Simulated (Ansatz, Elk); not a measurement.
# Bonding as seen by X-rays: NaRh

The structure of NaRh used here is made up (a known structure type with other elements) and was relaxed beforehand with PBE. The aim is the Fourier transform of its all-electron density, F(hkl), set beside the sum over free spherical atoms that refinements use.

Program: Elk 11.2.3 (patched build). Level of theory: DFT, PBE, all-electron APW+lo, Dirac cores, scalar-relativistic bands, static density, no spin. Results are calculated unless marked as measured.

This account leaves out most program logs.

The structure was built from a prototype and need not be the compound's stable phase.

## 1. Set-up

The structure is hexagonal, space group P-6m2 (No. 187). Conventional cell: a = 2.769 Å, b = 2.769 Å, c = 5.011 Å, α = 90.00°, β = 90.00°, γ = 120.00°. Nearest to Rh lie 6 Rh at 2.77 Å and 6 Na at 2.97 Å. Na has 6 Na at 2.77 Å and 6 Rh at 2.97 Å nearest. Farther neighbours are not listed.

## 2. Ground state and structure factors

An all-electron density is needed, since X-rays see the cores too. Task 0 finds the density and task 195 Fourier-transforms it; tshift is off so that phases refer to the origin typed.

Contents of elk.in:

```
tasks
  0
  195

xctype
  20

spinpol
  .false.

rgkmax
  7.0

gmaxvr
  14.0

lmaxo
  7

lmaxapw
  8

swidth
  0.002

tshift
  .false.

ramdisk
  .false.

hmaxvr
  5.5

maxscl
  120

epspot
  1e-06

sppath
  './'

avec
  5.23268429634 0.00000000000 0.00000000000
  -2.61634214817 4.53163753061 -0.00000000000
  0.00000000000 -0.00000000000 9.46968389760

atoms
  2
  'Rh.in'
  1
  0.6666666667 0.3333333333 0.0000000000   0.000000 0.000000 0.000000
  'Na.in'
  1
  -0.0000000000 0.0000000000 0.5000000000   0.000000 0.000000 0.000000

ngridk
  9 9 5
```

Command:

```bash
$ OMP_NUM_THREADS=4 elk
```

Elapsed: 9.6 s, on 4 threads of Arm Neoverse V2, shared host; peak memory 0.16 GiB; 28 s of CPU time.

SFACRHO.OUT:

```text

h k l indices transformed by vhmat matrix:
   1.000000000       0.000000000       0.000000000    
   0.000000000       1.000000000       0.000000000    
   0.000000000       0.000000000       1.000000000    

      h      k      l  multipl.   |H|            Re(F)            Im(F)           |F|

      0      0      0      1   0.0000000       56.000000      0.25643252E-16   56.000000    
      0      0      1      2  0.66350528       32.176409      0.11295420E-14   32.176409    
      0      0      2      2   1.3270106       43.953956     -0.20590959E-14   43.953956    
      1      0      0      3   1.3865154      -9.5448168      -30.688937       32.138986    
     -1      0      0      3   1.3865154      -9.5448168       30.688937       32.138986    
      0      1      1      6   1.5370961      -24.906738       29.545469       38.642986    
     -1      1     -1      6   1.5370961      -24.906738      -29.545469       38.642986    
     -1      0     -2      6   1.9192139      -8.5239357       26.933084       28.249753    
      1      0     -2      6   1.9192139      -8.5239357      -26.933084       28.249753    
      0      0     -3      2   1.9905159       23.622611     -0.24235219E-14   23.622611    
      1     -2      0      6   2.4015152       33.992171      0.17630309E-07   33.992171    
     -1      1     -3      6   2.4258150      -19.784717      -23.987919       31.094297    
      1     -1     -3      6   2.4258150      -19.784717       23.987919       31.094297    
     -1      2      1     12   2.4914884       21.660782     -0.17267484E-07   21.660782    
      0      0      4      2   2.6540211       31.813426     -0.26199981E-14   31.813426    
     -1     -1     -2     12   2.7437624       31.295072      0.59422879E-14   31.295072    
      2      0      0      3   2.7730308      -7.7044989       22.423011       23.709718    
      2     -2      0      3   2.7730308      -7.7044989      -22.423011       23.709718
```

Elk indexes on the primitive cell of elk.in and gives |H| = 4π sin θ/λ in inverse bohr. Below, one row stands for each form hkl of the conventional cell (m members, Friedel mates merged), F is for one primitive cell and the density is static (no thermal factor). Free-atom factors are Waasmaier and Kirfel's, and R is Σm||F|−|F'||/Σm|F|.

```tsv
hkl	m	sin θ/λ (Å⁻¹)	abs F, DFT	neutral atoms	diff.	abs of complex diff.
001	2	0.100	32.176	32.084	+0.092	0.092
002	2	0.200	43.954	44.457	-0.503	0.503
100	6	0.208	32.139	32.277	-0.138	0.139
101	12	0.231	38.643	38.861	-0.218	0.218
102	12	0.289	28.250	28.382	-0.133	0.133
003	2	0.299	23.623	23.819	-0.197	0.197
110	6	0.361	33.992	33.897	+0.095	0.095
103	12	0.365	31.094	31.150	-0.056	0.056
111	12	0.375	21.661	21.538	+0.123	0.123
004	2	0.399	31.813	31.876	-0.062	0.062
112	12	0.413	31.295	31.205	+0.090	0.090
200	6	0.417	23.710	23.562	+0.148	0.152
201	12	0.429	28.365	28.232	+0.132	0.135
104	12	0.450	22.609	22.595	+0.014	0.015
202	12	0.462	22.385	22.272	+0.113	0.115
113	12	0.469	19.496	19.416	+0.080	0.080
005	2	0.499	18.887	18.884	+0.003	0.003
203	12	0.513	25.219	25.143	+0.076	0.077
114	12	0.538	26.143	26.099	+0.044	0.044
105	12	0.541	24.317	24.304	+0.013	0.013
210	12	0.552	20.296	20.231	+0.065	0.065
211	24	0.561	23.800	23.737	+0.063	0.063
```

## 3. The highest occupied states alone

An energy window below the Fermi level keeps the highest occupied states, to see at which angles they scatter; shallow core shells can lie inside it and anion s states outside. No new self-consistency is needed.

Edit elk.in of step 2 so:

```diff
@@ -1,3 +1,2 @@
 tasks
-  0
   195
@@ -40,2 +39,5 @@
 
+wsfac
+  -0.258180 0.482810
+
 sppath
```

Command:

```bash
$ OMP_NUM_THREADS=4 elk
```

It took 2.4 s on 4 threads; peak memory 0.16 GiB.

States within 12 eV below the Fermi level hold 10.00 electrons; any levels below the window count with the cores. Their amplitudes can exceed the total, where window and core parts have opposite phase:

```tsv
hkl	sin θ/λ (Å⁻¹)	abs F, window	abs F, all
001	0.100	6.652	32.176
002	0.200	3.072	43.954
100	0.208	3.165	32.139
101	0.231	2.542	38.643
102	0.289	1.396	28.250
003	0.299	1.123	23.623
110	0.361	0.747	33.992
103	0.365	0.525	31.094
111	0.375	0.539	21.661
004	0.399	0.248	31.813
```

## 4. Another try

In this try the input is made faulty on purpose, to show what that does.

The input is changed as shown.

Edit elk.in of step 3 so:

```diff
@@ -1,2 +1,3 @@
 tasks
+  0
   195
@@ -10,3 +11,3 @@
 rgkmax
-  7.0
+  3.5
 
@@ -34,3 +35,3 @@
 maxscl
-  120
+  60
 
@@ -38,5 +39,2 @@
   1e-06
-
-wsfac
-  -0.258180 0.482810
```

Command:

```bash
$ OMP_NUM_THREADS=4 elk
```

The job ended after 9 s (4 threads; peak memory 0.16 GiB).

The run finished. A setting was moved off its sound value on purpose, so it serves as a test and not as the result.

The fault put into the input: a cutoff far too low.

Its structure factors differ from the first run's by R = 0.1 %.

## 5. Another functional

The difference from free atoms is small, so it is set against the change that LDA (Perdew-Wang) makes.

Edit elk.in of step 4 so:

```diff
@@ -5,3 +5,3 @@
 xctype
-  20
+  3
 
@@ -11,3 +11,3 @@
 rgkmax
-  3.5
+  7.0
 
@@ -35,3 +35,3 @@
 maxscl
-  60
+  120
```

Command:

```bash
$ OMP_NUM_THREADS=4 elk
```

The job ended after 5.4 s (4 threads; peak memory 0.16 GiB).

Against the first run R = 0.03 %; the largest change is -0.022 at 110.

## 6. Basis size

A smaller basis shows how fast F responds to it; the change is likely larger than the basis error of the first run, but doesn't show convergence.

Edit elk.in of step 5 so:

```diff
@@ -5,3 +5,3 @@
 xctype
-  3
+  20
 
@@ -11,3 +11,3 @@
 rgkmax
-  7.0
+  5.5
```

Command:

```bash
$ OMP_NUM_THREADS=4 elk
```

Run time: 8.2 s. Hardware: 4 threads; peak memory 0.16 GiB.

Against the first run R = 0.03 %; the largest change is +0.034 at 110.

## 7. A coarser k-mesh

About half the k-points along each axis test the sampling.

Edit elk.in of step 6 so:

```diff
@@ -11,3 +11,3 @@
 rgkmax
-  5.5
+  7.0
 
@@ -58,2 +58,2 @@
 ngridk
-  9 9 5
+  4 4 2
```

Command:

```bash
$ OMP_NUM_THREADS=4 elk
```

Wall time 5.2 s (4 threads); peak memory 0.16 GiB; 10 s of CPU time.

Against the first run R = 0.08 %; the largest change is +0.135 at 004.

## 8. Settings against the effect

```tsv
run	R against the first run (%)	R against neutral atoms, low angle (%)	wall time
PBE, rgkmax 7	0.00	0.55	9.6 s
LDA (Perdew-Wang)	0.03	0.58	5.4 s
rgkmax 5.5	0.03	0.57	8.2 s
k-mesh 4×4×2	0.08	0.54	5.2 s
```

## 9. Results

```yaml
r_against_neutral_atoms_sin_theta_lambda_0p3_a_minus1: 0.55 %
r_against_neutral_atoms_0p3_to_0p83_a_minus1: 0.20 %
```

In words: Independent neutral atoms miss the calculated amplitudes by R = 0.55 % below 0.3 Å⁻¹ and 0.20 % from there to 0.83 Å⁻¹; by shells, 0.29 % below 0.15 Å⁻¹ (1 form), 0.57 % 0.15 to 0.3 (5 forms), 0.36 % 0.3 to 0.45 (7 forms), 0.18 % above 0.45 (42 forms). Bonding, aspherical density and the tables' own atoms all enter these figures, and the runs don't part them. The largest change of an amplitude is -0.50 electrons, at 002. The window's part falls from 10.0 electrons at the origin to at most 0.16 between 0.45 and 0.83 Å⁻¹. Below 0.3 Å⁻¹ the changes that finished (LDA (Perdew-Wang), rgkmax 5.5 and k-mesh 4×4×2) move F by R = 0.07 % at most, against the 0.55 % that separates it from free atoms. These runs have no spin, though d or f shells may be open. Part of the difference isn't bonding: the tables are fits to free atoms and ions calculated by other methods than this functional. Thermal motion, anomalous dispersion and extinction are left out.

[Logs are printed without paths, hosts, clocks, repeated set-up lines and the standing remarks that a program may print on its own settings, such as how far it seeks lower states.]

[Hosts, paths, dates, database ids (printed as entryN), source tags and the programs' standing remarks are cut or masked in the printed files.]
